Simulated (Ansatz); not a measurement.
**Br_O in Na3BrO from one Python script**

Aim: charge states, host run and transition levels of Br_O in Na3BrO from one script on Ansatz's Python interface. The model is a cell of 60 host atoms with 1 O taken out and 1 Br put in.

Program: Ansatz 0.2.0. Level of theory: plane-wave PAW DFT, PBEsol; Python script: charge states of a defect supercell, host, and levels with image-charge correction and alignment. Results are calculated unless marked as measured.

## 1. Starting point

The cell holds 60 atoms: 36 Na, 13 Br and 11 O. Cell: a = 10.156 Å, b = 12.847 Å, c = 9.084 Å, α = 90.0°, β = 90.0°, γ = 108.4°. It derives from Na3BrO (space group Pm-3m). Nearest the centre at fractional (0.667, 0.417, 0.750): Br30 at 0.00 Å, Na51 at 2.27 Å, Na18 at 2.27 Å, Na9 at 2.27 Å, Na47 at 2.27 Å, Na24 at 2.27 Å, Na20 at 2.27 Å, Br57 at 3.93 Å.

As a file:

```xyz
60
Lattice="9.0841 4.5420 0.0000 -9.0841 9.0841 0.0000 0.0000 0.0000 9.0841" Properties=species:S:1:pos:R:3 pbc="T T T"
Na    0.0000    2.2710    2.2710
Na    4.5420    2.2710    2.2710
Na    4.5420    6.8130    2.2710
Na   -2.2710    4.5420    2.2710
Na    2.2710    4.5420    2.2710
Na    6.8130    4.5420    2.2710
Na   -2.2710    2.2710    0.0000
Na    2.2710    2.2710    0.0000
Na    2.2710    6.8130    0.0000
Br    0.0000    0.0000    0.0000
Br    0.0000    4.5420    0.0000
Br    4.5420    4.5420    0.0000
O    -2.2710    2.2710    2.2710
O     2.2710    2.2710    2.2710
O     2.2710    6.8130    2.2710
Na    0.0000    2.2710    6.8130
Na    4.5420    2.2710    6.8130
Na    4.5420    6.8130    6.8130
Na   -2.2710    4.5420    6.8130
Na    2.2710    4.5420    6.8130
Na    6.8130    4.5420    6.8130
Na   -2.2710    2.2710    4.5420
Na    2.2710    2.2710    4.5420
Na    2.2710    6.8130    4.5420
Br    0.0000    0.0000    4.5420
Br    0.0000    4.5420    4.5420
Br    4.5420    4.5420    4.5420
O    -2.2710    2.2710    6.8130
O     2.2710    2.2710    6.8130
Br    2.2710    6.8130    6.8130
Na   -4.5420    6.8130    2.2710
Na    0.0000    6.8130    2.2710
Na    0.0000   11.3551    2.2710
Na   -6.8130    9.0841    2.2710
Na   -2.2710    9.0841    2.2710
Na    2.2710    9.0841    2.2710
Na   -6.8130    6.8130    0.0000
Na   -2.2710    6.8130    0.0000
Na   -2.2710   11.3551    0.0000
Br   -4.5420    4.5420    0.0000
Br   -4.5420    9.0841    0.0000
Br    0.0000    9.0841    0.0000
O    -6.8130    6.8130    2.2710
O    -2.2710    6.8130    2.2710
O    -2.2710   11.3551    2.2710
Na   -4.5420    6.8130    6.8130
Na    0.0000    6.8130    6.8130
Na    0.0000   11.3551    6.8130
Na   -6.8130    9.0841    6.8130
Na   -2.2710    9.0841    6.8130
Na    2.2710    9.0841    6.8130
Na   -6.8130    6.8130    4.5420
Na   -2.2710    6.8130    4.5420
Na   -2.2710   11.3551    4.5420
Br   -4.5420    4.5420    4.5420
Br   -4.5420    9.0841    4.5420
Br    0.0000    9.0841    4.5420
O    -6.8130    6.8130    6.8130
O    -2.2710    6.8130    6.8130
O    -2.2710   11.3551    6.8130
```

Known beforehand: the electronic dielectric constant, 3.26, and the static one, 9.40, computed on the host (DFPT, PBEsol).

The cell's shortest repeat is 9.1 Å.

## 2. The script

The script is meant to run each charge state in one cell with one kind of occupations, so that the energies compare, and then the host's unit cell on the matching mesh, with a search for its band edges. The last call forms corrections, levels and formation energies from the saved runs.

File run.py:

```python
import ansatz as az
from ansatz.input_file.blocks import ChemicalPotentialInput, HostRunInput, PlaceLevelsInput

# Br_O in Na3BrO
STATES = [(0, 1), (1, None)]  # charge, total moment
EPSILON, STATIC = 3.26, 9.4

host = az.Crystal.from_extxyz("host.extxyz")
defect = (
    host.supercell(1, 2, 2)
    .substitution("Br", at=(0.66666667, 0.83333333, 0.5), cell=(0, 0, 1))
)


def settings(calculation):
    return calculation.functional("pbesol").basis(420, xc_grid=2, grid_basis="typed")


runs = []
for charge, moment in STATES:
    name = f"q{charge:+d}_m{moment}.run"
    state = settings(defect.calculation()).kpoints(1, 1, 1, shift=(0.25, 0.25, 0.25)).occupations("fermi_dirac", width=0.005)
    state = state.charge(charge).scf(max_iterations=100)
    if moment is not None:
        state = state.spin("collinear", total=moment, lock="hard")
    state = state.charged_corrections(epsilon=EPSILON, static_epsilon=STATIC, defect_position=(0.666667, 0.416667, 0.75)).forces()
    state = state.relax(force_tolerance=0.02, max_steps=80, displacement_amplitude=0.05, displacement_seed=348)
    try:
        outcome = state.band_table().checkpoint(write=name).run(threads=4, pin="off", max_ram="7360MiB")
    except (az.NonConvergedError, az.RefusalError) as failure:
        print(f"{name}: {type(failure).__name__}: {str(failure)[:300]}")
        continue
    report = outcome.report
    runs.append(name)
    print(f"{name}: F = {report['free_energy_ev']:.4f} eV, moment {report['magnetization_mub']:.3f}, {report['n_iterations']} iterations in the last SCF")

bulk = settings(host.calculation()).kpoints(1, 2, 2, shift=(0.25, 0.25, 0.25), path=["VBM", "CBM"], intervals=1).occupations("fixed").scf(self_checks="high").forces()
bulk = bulk.relax(force_tolerance=0.02)
outcome = bulk.basis(precision="f64").checkpoint(write="host.run").run(threads=4, pin="off", max_ram="7360MiB")
print(f"bulk: F = {outcome.report['free_energy_ev']:.4f} eV, band edges {outcome.report['band_edges_ev']}")

potentials = {
    "O": ChemicalPotentialInput(energy=-558.28265, dataset="<sha256 of the dataset>"),  # O2 molecule
    "Br": ChemicalPotentialInput(energy=-2736.47272, dataset="<sha256 of the dataset>"),  # solid Br2 (Cmce)
}
levels = az.place_levels(PlaceLevelsInput(host=HostRunInput(run="host.run"), states=runs, chemical_potentials=potentials))
for level in levels.record.defects[0].levels:
    print(f"({level.upper_charge:+d}/{level.lower_charge:+d}) at {level.above_valence_ev:.3f} eV above the valence edge")
print(levels)
```

File host.extxyz:

```
15
Lattice="9.084065988695947 4.542032994347974 -1.2839532962581572e-34 -4.542032994347974 4.542032994347974 6.419766481290786e-35 -1.2839532962581572e-34 0.0 4.542032994347974" Properties=species:S:1:pos:R:3 pbc="T T T"
Na       0.00000000       2.27101650       2.27101650
Na       4.54203299       2.27101650       2.27101650
Na       4.54203299       6.81304949       2.27101650
Na      -2.27101650       4.54203299       2.27101650
Na       2.27101650       4.54203299       2.27101650
Na       6.81304949       4.54203299       2.27101650
Na      -2.27101650       2.27101650       0.00000000
Na       2.27101650       2.27101650      -0.00000000
Na       2.27101650       6.81304949      -0.00000000
Br       0.00000000       0.00000000       0.00000000
Br      -0.00000000       4.54203299       0.00000000
Br       4.54203299       4.54203299      -0.00000000
O       -2.27101650       2.27101650       2.27101650
O        2.27101650       2.27101650       2.27101650
O        2.27101650       6.81304949       2.27101650
```

On the command line:

```console
> python run.py
```

Numbers of over 12 decimals in the logs are rounded to 6 here.

Log:

```text
[... repeated set-up lines and file paths are left out, and long positions are rounded to six places ...]
DeckWarning: crystal.symmetry: narrowed to the stabiliser of the k-point mesh — unitary ops 24 → 6; [...]
q+0_m1.run: F = -94926.6708 eV, moment 1.000, 7 iterations in the last SCF
q+1_mNone.run: F = -94933.1572 eV, moment 0.000, 7 iterations in the last SCF
bulk: F = -23187.9016 eV, band edges [3.467303, 6.306274]
(+1/+0) at 1.980 eV above the valence edge
(+1/0) 1.980 eV above the valence edge (+2.542 eV without the band-filling correction), in the conduction band
formation energy of charge +1: +0.583 eV with the Fermi level at the valence edge
formation energy of charge 0: +2.563 eV with the Fermi level at the valence edge
  edges by pbesol, gap 1.936 eV; the host is sampled to repeats of 13.63 Å
  the defect's cells are sampled to repeats of 13.63 Å, like sampling
  charge +1: -94932.7416 eV with its correction of +0.416 eV, at epsilon 9.4, aligned at sites: +0.2111 eV, mean over 45 atomic sites at or beyond 4.54 Å from the defect at [0.6667, 0.4167, 0.7500], with +0.000000 for the charge's moments and without [...]
  charge 0: +0.000 eV for its dipole among its images, +0.000 omitted
  of states[1] (q+1_mNone.run): how wide its charge is, is not read beside other atoms or cores, and a band state would take no correction. [...]
  of states[0] (q+0_m1.run): a band-filling correction moves a carrier to the host's band edge, which changes its energy by -0.562 eV; [...]
```

Elapsed: 10 min, on 4 threads of Arm Neoverse V2, shared host; peak memory 1.5 GiB; 39 min of CPU time.

Formation energies (elemental references), with the Fermi level at the valence top and at the conduction bottom (gap 1.94 eV):

| charge | at valence top (eV) | at conduction bottom (eV) |
| --- | --- | --- |
| +1 | 0.58 | 2.52 |
| 0 | 2.56 | 2.56 |

| Fermi level (eV) | lowest formation energy (eV) |
| --- | --- |
| 0.00 | 0.58 |
| 0.18 | 0.76 |
| 0.35 | 0.93 |
| 0.53 | 1.11 |
| 0.70 | 1.29 |
| 0.88 | 1.46 |
| 1.06 | 1.64 |
| 1.23 | 1.82 |
| 1.41 | 1.99 |
| 1.58 | 2.17 |
| 1.76 | 2.34 |
| 1.94 | 2.52 |

Charge +1 is the lowest state across the whole gap, so no transition level lies in it.

## 3. Outcome

| Item | Value |
| --- | --- |
| gap of the host | 1.94 eV |
| level (plus 1/0) | 1.98 eV from the valence top, at or inside a band |

**Reading.** The script places no level clear of the bands, in a gap of 1.94 eV. (+1/0) falls at or inside a band, where the carrier may not be bound to the defect. The image-charge corrections reach 0.42 eV. A band-filling term moves a level by 0.56 eV more. The edges that the host run prints, 2.84 eV apart, are those of its mesh; the gap comes from the search along the path. The program calls the alignment of potentials doubtful for this cell, and part of the corrections rests on it. The output names a band-filling correction: at some charge a carrier sits in a host band. Only the listed charges were run, so further levels can't show. Keep in mind: one k-point off the zone centre stands for the whole zone; PBEsol makes the gap too small and tends to spread out bound carriers; where a gas molecule sets a chemical potential or the host's formation energy, its binding is uncorrected.

[Logs are printed without paths, hosts, clocks, repeated set-up lines and the standing remarks that a program may print on its own settings, such as how far it seeks lower states.]

[Hosts, paths, dates, database ids (printed as entryN), source tags and the programs' standing remarks are cut or masked in the printed files.]

[For some hosts the program warned that the k-mesh of the response run may be too coarse for force constants and the static dielectric constant; such warnings are not shown here.]
